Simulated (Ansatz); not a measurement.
# What HfZnO3 in P4/mbm, a phase reached by a soft mode distorts into, part 2 of 3

Wanted: the energy along a soft mode of HfZnO3 in P4/mbm, a phase reached by a soft mode and the structure at the end.

Ansatz 0.2.0; DFT PBEsol, scalar-relativistic, plane waves, PAW; PAW set soft_1.

So far. Step 2 (Modes at Γ): Before it was imposed, the acoustic sum rule was missed by 5.9e-4 eV/Å² and the charge sum rule by 0.014 e. Small misses are needed for a sound result but don't prove that mesh and cutoff are converged. The lowest optical mode is imaginary, 242.9i cm⁻¹, so the energy falls along it. Step 3 (The mode frozen in, largest atomic shift 0 Å): At this level the gap is 0.51 eV on the k-mesh of the self-consistent run, which can miss the band edges.

The structure was built from a prototype and need not be the compound's stable phase.

### 4. The mode frozen in, largest atomic shift 0.45 Å

The atoms are moved along the unstable eigenvector, the largest shift by 0.45 Å, with the cell fixed.

Contents of input.yaml:

```yaml
crystal:
  lattice:
    - [5.5496102838, 0.0, 0.0]
    - [0.0, 5.5496102838, 0.0]
    - [0.0, 0.0, 3.9296625994]
  atoms:
    - { symbol: Zn, position: [-0.0118900413, 0.5118900413, 0.0] }
    - { symbol: Zn, position: [0.4997710275, 0.0002289725, 0.0] }
    - { symbol: Hf, position: [-0.0011158323, 0.0036245131, 0.5] }
    - { symbol: Hf, position: [0.4963754869, 0.5011158323, 0.5] }
    - { symbol: O, position: [0.1675556298, 0.6486065396, 0.5] }
    - { symbol: O, position: [0.8513934604, 0.3324443702, 0.5] }
    - { symbol: O, position: [0.3359398237, 0.1640601763, 0.5] }
    - { symbol: O, position: [0.6521019931, 0.8478980069, 0.5] }
    - { symbol: O, position: [0.0159056689, -0.0795114757, 0.0] }
    - { symbol: O, position: [0.5795114757, 0.4840943311, 0.0] }
kpoints:
  mp_grid: { grid: [6, 6, 8] }
hamiltonian:
  xc: pbesol
  pseudopotentials: { kind: paw, azcp: { folder: soft_1 }, xc_functional: pbe }
scf:
  occupations: { method: gaussian, width: 0.02 }
output:
  forces: true
  stress: true
  eigenvalues: true
```

The run is started by

```
> ansatz run input.yaml --threads 8 --pin off --max-ram 16384MiB --backend cpu --events-out ev --progress --plain --runs-dir out
```

Numbers of over 12 decimals in the logs are rounded to 6 here.

The log of the run:

```text
[...]
Crystal: 10 atoms, lattice volume = 121.026 Å³
Basis set: ecut = 420 eV, 2393 PW (Γ), exchange–correlation on 80×80×54 points (8 copies of the dense FFT grid, shifted against one another)
Bands: 68, of which v1, the nominal top of the filled ones, is band 56 counted from 1 (55 counted from 0)
Symmetry: 4 space group operations
[...]
k-points: 65 of 288 (time reversal used)
[...]
k-point 0: bands = [... 52 lower, 8.9815, 9.5760, 9.9628, 10.0785, 10.7090, 13.0052, 14.2578, 15.3034, ... 5 higher]
  k-point 1: bands = [... 52 lower, 9.0328, 9.3532, 9.9937, 10.1052, 11.2560, 13.1155, 14.4679, 15.3772, ... 5 higher]
  k-point 2: bands = [... 52 lower, 9.1725, 9.4412, 10.0415, 10.1632, 12.3233, 13.2756, 14.8664, 15.4289, ... 5 higher]
  k-point 64: bands = [... 52 lower, 9.0260, 9.0725, 9.2154, 9.6344, 13.8105, 14.3879, 14.9260, 15.4100, ... 5 higher]
[key lines of the parts left out:]
SCF converged after 11 iterations
Free energy (F): -41132.421953 eV
Fermi energy:    10.454067 eV
P = ⅓ Tr σ = -3.5595 GPa (-35.595 kbar)
```

Elapsed: 9.2 s, on 8 threads of Arm Neoverse V2, shared host; peak memory 0.85 GiB; 69 s of CPU time.

This step gave:

| Property | Result |
| --- | --- |
| pressure | -3.559 GPa |
| gap on the k-mesh | 0.5104 eV |
| energy from the undistorted cell | -39.88 meV/atom |

The energy, extrapolated to zero smearing, is -39.88 meV/atom against the undistorted cell.

The run ends at a pressure of -3.56 GPa, with forces up to 1.0 eV/Å.

### 5. Energy along the mode, all amplitudes (two of the runs are shown above)

An imaginary frequency means negative curvature, so the energy should fall and then rise again as anharmonic terms take over.

This step gave:

```
depth at the lowest point sampled  : 39.88 meV/atom
largest atomic shift at that point : 0.45 Å
```

Energy from the parent against largest atomic shift:

| largest atomic shift (Å) | energy from the parent (meV/atom) |
| --- | --- |
| 0.000 | 0 |
| 0.040 | -0.635 |
| 0.080 | -2.49 |
| 0.140 | -7.27 |
| 0.220 | -16.2 |
| 0.320 | -28.5 |
| 0.450 | -39.9 |
| 0.600 | -34.1 |

Displacement at unit largest shift by atom:

| atom | x (Å) | y (Å) | z (Å) | size |
| --- | --- | --- | --- | --- |
| Zn1 | -0.15 | 0.15 | 0.00 | 0.21 |
| Zn2 | 0.00 | 0.00 | 0.00 | 0.00 |
| Hf3 | -0.01 | 0.04 | 0.00 | 0.05 |
| Hf4 | -0.04 | 0.01 | 0.00 | 0.05 |
| O5 | 0.12 | -0.12 | 0.00 | 0.17 |
| O6 | 0.12 | -0.12 | 0.00 | 0.17 |
| O7 | -0.07 | 0.07 | 0.00 | 0.10 |
| O8 | -0.07 | 0.07 | 0.00 | 0.10 |
| O9 | 0.20 | -0.98 | 0.00 | 1.00 |
| O10 | 0.98 | -0.20 | 0.00 | 1.00 |

The lowest of the steps tried is at 0.45 Å, 39.9 meV/atom below the parent; the bottom of the well need not coincide with a step.

### 6. Relaxation from the frozen mode

Starting from the lowest point found, all atoms and the cell are let go, so that strain and other modes of the same symmetry can join in.

input.yaml: that of step 4 with these lines changed.

```diff
@@ -22,3 +22,3 @@
 scf:
-  occupations: { method: gaussian, width: 0.02 }
+  occupations: { method: fixed }
 output:
@@ -27 +27,10 @@
   eigenvalues: true
+  write_density: true
+  write_potential: true
+  elf: true
+  volumetric_format: npy
+relax:
+  adjacent_minimum: "off"
+  f_tol: 0.002
+  max_steps: 120
+  cell: { stress_tol: 0.03 }
```

The log of the run:

```text
[...]
Crystal: 10 atoms, lattice volume = 121.026 Å³
Basis set: ecut = 420 eV, 2393 PW (Γ), exchange–correlation on 80×80×54 points (8 copies of the dense FFT grid, shifted against one another)
Bands: 68, of which v1, the nominal top of the filled ones, is band 56 counted from 1 (55 counted from 0)
Symmetry: 4 space group operations
[...]
k-points: 65 of 288 (time reversal used)
[...]
SCF iter   1: F=—  HF=-41137.523292 eV  |F-HF|=—  |Δ(HF+E_count)|=         —  Δρ=1.08e-1  dr2=1.56e1  ethr=3.10e-3  ⟨swp⟩=4.7  Hψ=13538  notcnv=0  defer=483
[...]
SCF iter  12: F=-41132.421953 eV  HF=-41132.421953 eV  |F-HF|=2.17e-8  |Δ(HF+E_count)|=   5.39e-8  Δρ=8.34e-6  dr2=6.75e-8  ethr=8.93e-11  ⟨swp⟩=14.5  Hψ=38397  notcnv=0
SCF 1 converged in 12 iterations: F = -41132.421953 eV  dr2 = 6.75e-8
[...]
relax step   1: F+E_penalty+E_count = -41132.42195263 eV  Δ(F+E_penalty+E_count) = +0.000e0 eV  max|allowed force component| = 7.303e-1 eV/Å  Δτ_max = 0.0000 Å  P = -3.560 GPa  Ω = 121.026 Å³  (12 SCF iters, dr2 threshold 1.00e-7 eV, accepted)
Crystal: 10 atoms, lattice volume = 120.316 Å³
Basis set: ecut = 420 eV, 2373 PW (Γ), exchange–correlation on 80×80×54 points (8 copies of the dense FFT grid, shifted against one another)
[...]
iter 1 solved again at ethr=1.10e-4 eV; its pass at ethr=3.10e-3 eV (dr2=1.23e-1 eV) is discarded
[...]
SCF iter   8: F=-41132.645044 eV  HF=-41132.645045 eV  |F-HF|=1.53e-7  |Δ(HF+E_count)|=   2.59e-6  Δρ=1.59e-5  dr2=4.31e-7  ethr=8.93e-10  ⟨swp⟩=18.9  Hψ=53078  notcnv=0
SCF 2 converged in 8 iterations: F = -41132.645044 eV  dr2 = 4.31e-7
[...]
relax step   2: F+E_penalty+E_count = -41132.64504449 eV  Δ(F+E_penalty+E_count) = -2.231e-1 eV  max|allowed force component| = 6.295e-1 eV/Å  Δτ_max = 0.1250 Å  P = -0.540 GPa  Ω = 120.316 Å³  energy of the carried Pulay correction = +2.126e-3 eV  (8 SCF iters, dr2 threshold 1.00e-6 eV, accepted)
Crystal: 10 atoms, lattice volume = 118.586 Å³
Basis set: ecut = 420 eV, 2329 PW (Γ), exchange–correlation on 80×80×54 points (8 copies of the dense FFT grid, shifted against one another)
[...]
SCF iter   8: F=-41132.743154 eV  HF=-41132.743154 eV  |F-HF|=1.43e-8  |Δ(HF+E_count)|=   1.88e-7  Δρ=1.31e-5  dr2=2.23e-7  ethr=8.93e-10  ⟨swp⟩=21.7  Hψ=57859  notcnv=0
SCF 3 converged in 8 iterations: F = -41132.743154 eV  dr2 = 2.23e-7
relax step   3: F+E_penalty+E_count = -41132.74315439 eV  Δ(F+E_penalty+E_count) = -9.811e-2 eV  max|allowed force component| = 6.614e-1 eV/Å  Δτ_max = 0.0760 Å  P = +1.604 GPa  Ω = 118.586 Å³  energy of the carried Pulay correction = +7.351e-3 eV  (8 SCF iters, dr2 threshold 1.00e-6 eV, accepted)
[... from here on, the SCF cycles and remarks between the steps are left out ...]
relax step   4: F+E_penalty+E_count = -41132.79139054 eV  Δ(F+E_penalty+E_count) = -4.824e-2 eV  max|allowed force component| = 4.634e-1 eV/Å  Δτ_max = 0.0604 Å  P = +0.203 GPa  Ω = 119.325 Å³  energy of the carried Pulay correction = +5.109e-3 eV  (7 SCF iters, dr2 threshold 1.00e-6 eV, accepted)
relax step   5: F+E_penalty+E_count = -41132.86529102 eV  Δ(F+E_penalty+E_count) = -7.390e-2 eV  max|allowed force component| = 4.372e-1 eV/Å  Δτ_max = 0.1293 Å  P = -0.486 GPa  Ω = 119.942 Å³  energy of the carried Pulay correction = +3.248e-3 eV  (8 SCF iters, dr2 threshold 1.00e-6 eV, accepted)
relax step   6: F+E_penalty+E_count = -41132.95015396 eV  Δ(F+E_penalty+E_count) = -8.486e-2 eV  max|allowed force component| = 6.709e-1 eV/Å  Δτ_max = 0.1936 Å  P = -0.318 GPa  Ω = 120.487 Å³  energy of the carried Pulay correction = +1.611e-3 eV  (9 SCF iters, dr2 threshold 1.00e-6 eV, accepted)
relax step   7: F+E_penalty+E_count = -41133.03849221 eV  Δ(F+E_penalty+E_count) = -8.834e-2 eV  max|allowed force component| = 6.852e-1 eV/Å  Δτ_max = 0.1950 Å  P = +0.817 GPa  Ω = 121.239 Å³  energy of the carried Pulay correction = -6.332e-4 eV  (9 SCF iters, dr2 threshold 1.00e-6 eV, accepted)
relax step   8: F+E_penalty+E_count = -41133.09876477 eV  Δ(F+E_penalty+E_count) = -6.027e-2 eV  max|allowed force component| = 6.330e-1 eV/Å  Δτ_max = 0.1953 Å  P = +1.038 GPa  Ω = 122.969 Å³  energy of the carried Pulay correction = -5.747e-3 eV  (9 SCF iters, dr2 threshold 1.00e-6 eV, accepted)
relax step   9: F+E_penalty+E_count = -41133.15420456 eV  Δ(F+E_penalty+E_count) = -5.544e-2 eV  max|allowed force component| = 2.755e-1 eV/Å  Δτ_max = 0.0981 Å  P = -0.641 GPa  Ω = 122.978 Å³  energy of the carried Pulay correction = -5.772e-3 eV  (9 SCF iters, dr2 threshold 1.00e-6 eV, accepted)
relax step  10: F+E_penalty+E_count = -41133.18213777 eV  Δ(F+E_penalty+E_count) = -2.793e-2 eV  max|allowed force component| = 5.887e-2 eV/Å  Δτ_max = 0.0411 Å  P = +0.175 GPa  Ω = 122.460 Å³  energy of the carried Pulay correction = -4.251e-3 eV  (8 SCF iters, dr2 threshold 1.00e-6 eV, accepted)
relax step  11: F+E_penalty+E_count = -41133.18223121 eV  Δ(F+E_penalty+E_count) = -9.344e-5 eV  max|allowed force component| = 1.257e-2 eV/Å  Δτ_max = 0.0081 Å  P = -0.134 GPa  Ω = 122.627 Å³  energy of the carried Pulay correction = -4.743e-3 eV  (6 SCF iters, dr2 threshold 2.17e-7 eV, accepted)
relax step  12: F+E_penalty+E_count = -41133.18283192 eV  Δ(F+E_penalty+E_count) = -6.007e-4 eV  max|allowed force component| = 1.169e-2 eV/Å  Δτ_max = 0.0056 Å  P = +0.071 GPa  Ω = 122.433 Å³  energy of the carried Pulay correction = -4.170e-3 eV  (6 SCF iters, dr2 threshold 6.83e-8 eV, accepted)
relax step  13: F+E_penalty+E_count = -41133.18265823 eV  Δ(F+E_penalty+E_count) = +1.737e-4 eV  max|allowed force component| = 1.363e-3 eV/Å  Δτ_max = 0.0030 Å  P = +0.005 GPa  Ω = 122.511 Å³  energy of the carried Pulay correction = -4.399e-3 eV  (6 SCF iters, dr2 threshold 2.93e-8 eV, accepted)
relax step  14: F+E_penalty+E_count = -41133.19253630 eV  Δ(F+E_penalty+E_count) = -9.878e-3 eV  max|allowed force component| = 3.846e-3 eV/Å  Δτ_max = 0.0000 Å  P = +0.128 GPa  Ω = 122.511 Å³  stress off target by 2.75e-1 GPa  SCF on the basis re-selected at this cell (its energy is not comparable with the rows above)  (9 SCF iters)
relax step  15: F+E_penalty+E_count = -41133.19246340 eV  Δ(F+E_penalty+E_count) = +7.290e-5 eV  max|allowed force component| = 3.674e-3 eV/Å  Δτ_max = 0.0020 Å  P = +0.031 GPa  Ω = 122.599 Å³  energy of the carried Pulay correction = -3.015e-4 eV  (6 SCF iters, dr2 threshold 1.89e-7 eV, accepted)
relax step  16: F+E_penalty+E_count = -41133.19237481 eV  Δ(F+E_penalty+E_count) = +8.858e-5 eV  max|allowed force component| = 1.454e-3 eV/Å  Δτ_max = 0.0008 Å  P = -0.006 GPa  Ω = 122.630 Å³  energy of the carried Pulay correction = -4.003e-4 eV  (5 SCF iters, dr2 threshold 8.45e-9 eV, accepted)
[...]
SCF iter   7: F=-41133.192830 eV  HF=-41133.192830 eV  |F-HF|=2.18e-11  |Δ(HF+E_count)|=  2.18e-11  Δρ=8.49e-8  dr2=7.79e-12  ethr=1.00e-12  ⟨swp⟩=13.0  Hψ=28214  notcnv=0
SCF 17 converged in 7 iterations: F = -41133.192830 eV  dr2 = 7.79e-12
relax step  17: F+E_penalty+E_count = -41133.19282956 eV  Δ(F+E_penalty+E_count) = -4.547e-4 eV  max|allowed force component| = 1.464e-3 eV/Å  Δτ_max = 0.0000 Å  P = -0.005 GPa  Ω = 122.630 Å³  stress off target by 1.12e-2 GPa  SCF on the basis re-selected at this cell (its energy is not comparable with the rows above)  (7 SCF iters)
[...]
SCF converged after 7 iterations
Free energy (F): -41133.192830 eV
[...]
Internal energy: -41133.192830 eV  (E = F + TS)
E sigma→0 (E₀):  -41133.192830 eV
Fermi energy:    9.856059 eV
[...]
--- Forces (eV/Å), atoms counted from 1 ---
  atom   1  Zn    -0.00084471     0.00084471     0.00000000
  atom   2  Zn     0.00127871    -0.00127871     0.00000000
  atom   3  Hf    -0.00037899    -0.00046006     0.00000000
  atom   4  Hf     0.00046006     0.00037899     0.00000000
  atom   5  O     -0.00103010    -0.00098597     0.00000000
  atom   6  O      0.00098597     0.00103010     0.00000000
  atom   7  O      0.00020098    -0.00020098     0.00000000
  atom   8  O     -0.00120122     0.00120122     0.00000000
  atom   9  O     -0.00093493    -0.00146391     0.00000000
  atom  10  O      0.00146391     0.00093493     0.00000000
  max |Σ_I F_I| component: 3.36e-7 eV/Å
--- Stress (GPa, compression-positive) ---
       -0.001730       0.003480       0.000000
        0.003480      -0.001730       0.000000
        0.000000       0.000000      -0.011185
  P = ⅓ Tr σ = -0.0049 GPa (-0.049 kbar)
--- Band table (eV; the first three rows and the last of 65) ---
  k-point 0: bands = [... 52 lower, 8.7275, 8.7912, 9.6753, 9.6859, 11.2606, 13.8032, 14.7200, 14.7318, ... 8 higher]
  k-point 1: bands = [... 52 lower, 8.9276, 9.0884, 9.6670, 9.7125, 11.7863, 13.6573, 14.7675, 14.9113, ... 8 higher]
  k-point 2: bands = [... 52 lower, 9.0661, 9.2622, 9.6418, 9.7778, 12.8424, 13.5265, 14.8018, 14.9345, ... 8 higher]
  k-point 64: bands = [... 52 lower, 8.6588, 8.8805, 9.0928, 9.4743, 13.9528, 14.4553, 14.7293, 15.2406, ... 8 higher]
--- Relaxed structure (15 steps of the walk, 15 accepted, 2 SCFs on fresh bases) ---
  F+E_penalty+E_count = -41133.19282956 eV   max|allowed force component| = 1.464e-3 eV/Å   (the final SCF, on the basis selected at the relaxed cell)
  cell:  # Å, volume = 122.6297 Å³
    - [5.678753, -0.012324, 0.0]
    - [-0.012324, 5.678753, 0.0]
    - [0.0, 0.0, 3.802698]
  atoms:
    - { symbol: Zn, position: [-0.039375, 0.539375, 0.0] }
    - { symbol: Zn, position: [0.584174, -0.084174, 0.0] }
    - { symbol: Hf, position: [0.013375, 0.011383, 0.500000] }
    - { symbol: Hf, position: [0.488617, 0.486625, 0.500000] }
    - { symbol: O, position: [0.174392, 0.656845, 0.500000] }
    - { symbol: O, position: [0.843155, 0.325608, 0.500000] }
    - { symbol: O, position: [0.320765, 0.179235, 0.500000] }
    - { symbol: O, position: [0.647121, 0.852879, 0.500000] }
    - { symbol: O, position: [-0.036991, -0.090315, 0.0] }
    - { symbol: O, position: [0.590315, 0.536991, 0.0] }
```

Wall time 2.9 min (8 threads); peak memory 0.93 GiB; 22 min of CPU time.

Relaxation path:

| step | energy less that of the first step (eV) | largest force component (eV/Å) | pressure (GPa) | volume (Å³) |
| --- | --- | --- | --- | --- |
| 1 | 0.0000 | 0.7303 | -3.56 | 121.03 |
| 2 | -0.2231 | 0.6295 | -0.54 | 120.32 |
| 3 | -0.3212 | 0.6614 | 1.60 | 118.59 |
| 4 | -0.3694 | 0.4634 | 0.20 | 119.33 |
| 5 | -0.4433 | 0.4372 | -0.49 | 119.94 |
| 6 | -0.5282 | 0.6709 | -0.32 | 120.49 |
| 7 | -0.6165 | 0.6852 | 0.82 | 121.24 |
| 8 | -0.6768 | 0.6330 | 1.04 | 122.97 |
| 9 | -0.7323 | 0.2755 | -0.64 | 122.98 |
| 10 | -0.7602 | 0.0589 | 0.17 | 122.46 |
| 11 | -0.7603 | 0.0126 | -0.13 | 122.63 |
| 12 | -0.7609 | 0.0117 | 0.07 | 122.43 |
| 13 | -0.7607 | 0.0014 | 0.01 | 122.51 |
| 14* | -0.7706 | 0.0038 | 0.13 | 122.51 |
| 15 | -0.7705 | 0.0037 | 0.03 | 122.60 |
| 16 | -0.7704 | 0.0015 | -0.01 | 122.63 |
| 17* | -0.7709 | 0.0015 | 0.00 | 122.63 |

Relaxation steps marked * repeat the geometry before them on a plane-wave basis chosen anew for their cell, so energy and pressure can jump there.

Forces are held to the 4 operations that the run works with; a distortion that breaks them can't arise in this run.

| conventional cell, symmetrised | before | after | change |
| --- | --- | --- | --- |
| a (Å) | 3.930 | 3.803 | -3.2 % |
| b (Å) | 7.848 | 8.014 | +2.1 % |
| c (Å) | 7.848 | 8.048 | +2.5 % |
| volume (Å³/atom) | 12.10 | 12.26 | +1.3 % |

The atoms that moved most (Å, as changes of fractional coordinates times the final cell):

| atom | dx | dy | dz | length |
| --- | --- | --- | --- | --- |
| Zn2 | 0.480 | -0.480 | 0.000 | 0.679 |
| O9 | -0.300 | -0.061 | 0.000 | 0.306 |
| O10 | 0.061 | 0.300 | 0.000 | 0.306 |
| Zn1 | -0.156 | 0.156 | 0.000 | 0.221 |
| O7 | -0.086 | 0.086 | 0.000 | 0.122 |
| Hf4 | -0.044 | -0.082 | 0.000 | 0.093 |
| Hf3 | 0.082 | 0.044 | 0.000 | 0.093 |
| O5 | 0.039 | 0.047 | 0.000 | 0.061 |

The relaxed structure:

```cif
data_structure
_symmetry_space_group_name_H-M 'P 1'
_symmetry_Int_Tables_number 1
_cell_length_a 5.6788
_cell_length_b 5.6788
_cell_length_c 3.8027
_cell_angle_alpha 90.000
_cell_angle_beta 90.000
_cell_angle_gamma 90.249
_cell_volume 122.63
loop_
_atom_site_label
_atom_site_type_symbol
_atom_site_fract_x
_atom_site_fract_y
_atom_site_fract_z
_atom_site_occupancy
Zn1 Zn 0.96062 0.53938 0.00000 1
Zn2 Zn 0.58417 0.91583 0.00000 1
Hf3 Hf 0.01337 0.01138 0.50000 1
Hf4 Hf 0.48862 0.48663 0.50000 1
O5 O 0.17439 0.65685 0.50000 1
O6 O 0.84315 0.32561 0.50000 1
O7 O 0.32076 0.17924 0.50000 1
O8 O 0.64712 0.85288 0.50000 1
O9 O 0.96301 0.90968 0.00000 1
O10 O 0.59032 0.53699 0.00000 1
```

This step gave:

| Property | Result |
| --- | --- |
| pressure | -0.004881 GPa |
| gap on the k-mesh | 1.405 eV |
| volume per atom | 12.26 Å³ |

Electrostatic potential energy in the ab plane at fractional z = 0.500, with atoms of Hf and O within 0.2 Å of it. With pseudopotentials it is smooth inside the atoms' cores, unlike the true potential.

Ten even steps from '_' (-30 eV) to '@' (16 eV), each cell a mean:
```
--::--**%%@@@@@@@@**--++%%**--::
::--++%%@@@@@@@@%%::__..**%%++--
****##%%@@@@@@@@##..____**%%%%**
%%##++++%%@@@@@@%%++::==%%@@@@%%
@@==____--%%%%####%%%%@@@@@@@@@@
@@--____::##**====++##@@@@@@@@@@
@@##::::++**::..::::++%%@@@@@@@@
@@@@%%%%%%++..--==..==##@@@@@@@@
@@@@@@@@%%++..----..==##%%**##@@
@@@@@@@@%%**--....::**##--....**
@@@@@@@@%%##**====**%%##..____==
%%@@@@%%--..==##%%%%@@%%--__..**
**##%%++____..##@@@@@@@@%%******
::--++++..__::##@@@@@@@@@@%%**--
::..--**++==**@@@@@@@@@@%%##--..
++::::**%%@@@@@@@@@@@@@@%%**::::
```
Columns run along a (5.7 Å; values clipped at the 3rd and 97th percentile), rows up along b (5.7 Å). Atoms in or near the plane, at fractional coordinates: Hf at (0.01, 0.01), Hf at (0.49, 0.49), O at (0.17, 0.66), O at (0.84, 0.33), O at (0.32, 0.18), O at (0.65, 0.85).

ELF in the ab plane at fractional z = 0.500, with atoms of Hf and O within 0.2 Å of it. It is the smooth field of the valence electrons, not physical close to the nuclei.

Ten even steps from '_' (0.04) to '@' (0.85), each cell a mean:
```
@@@@**..__..____++%%@@@@**::**@@
##**::..______::%%%%++%%@@--::**
::::==++++..__--%%%%++%%@@++__..
--##@@@@%%++__..**@@@@@@%%==____
##@@####@@##..__::==##%%++..__..
##@@**++@@++::====::......____..
==%%@@@@%%--**@@@@%%--__________
__==####==--%%@@@@@@==__--++--..
____::::..::%%@@@@@@==::##@@%%++
==______....++%%@@##::**@@%%%%%%
++____==##**------::..%%%%==**@@
--__--%%@@%%%%++..__::%%@@%%%%%%
....--%%##==%%%%==__..++%%%%##--
**++--##%%**%%%%--____..----::++
@@@@====@@@@@@++____..____..++@@
@@@@**::++##==..__==****::::##@@
```
Columns run along a (5.7 Å), rows up along b (5.7 Å). Atoms in or near the plane, at fractional coordinates: Hf at (0.01, 0.01), Hf at (0.49, 0.49), O at (0.17, 0.66), O at (0.84, 0.33), O at (0.32, 0.18), O at (0.65, 0.85).

Valence density in the ab plane at fractional z = 0.500, with atoms of Hf and O within 0.2 Å of it. It is the smooth field of the valence electrons, not physical close to the nuclei.

Ten steps, logarithmic in the rise over the least value, from '_' (0 e/Å³) to '@' (52 e/Å³), each cell a mean:
```
%%**--__________..::----....--##
==--..__________::==++==::....--
........________::==++++::..____
__::----::______..--==--..______
..--++++--..____........________
..--++++==....::::..____________
__::====::..--****==..__________
____......::**@@@@**::__________
__________..++%%@@**::....::::..
__________..--****==....--====::
________..::::::::..__::==++++--
______..--==--..______..--====::
..__..::++++==::________..::::..
==--::::==++==::__________....--
%%**--::----::..__________..--**
@@%%==......________....__..==%%
```
Columns run along a (5.7 Å), rows up along b (5.7 Å). Atoms in or near the plane, at fractional coordinates: Hf at (0.01, 0.01), Hf at (0.49, 0.49), O at (0.17, 0.66), O at (0.84, 0.33), O at (0.32, 0.18), O at (0.65, 0.85).

The distorted start has space group Amm2; the relaxation ends in Amm2.

[end of part 2 of 3]

[Logs are printed without paths, hosts, clocks, repeated set-up lines and the standing remarks that a program may print on its own settings, such as how far it seeks lower states.]

[Hosts, paths, dates, database ids (printed as entryN), source tags and the programs' standing remarks are cut or masked in the printed files.]
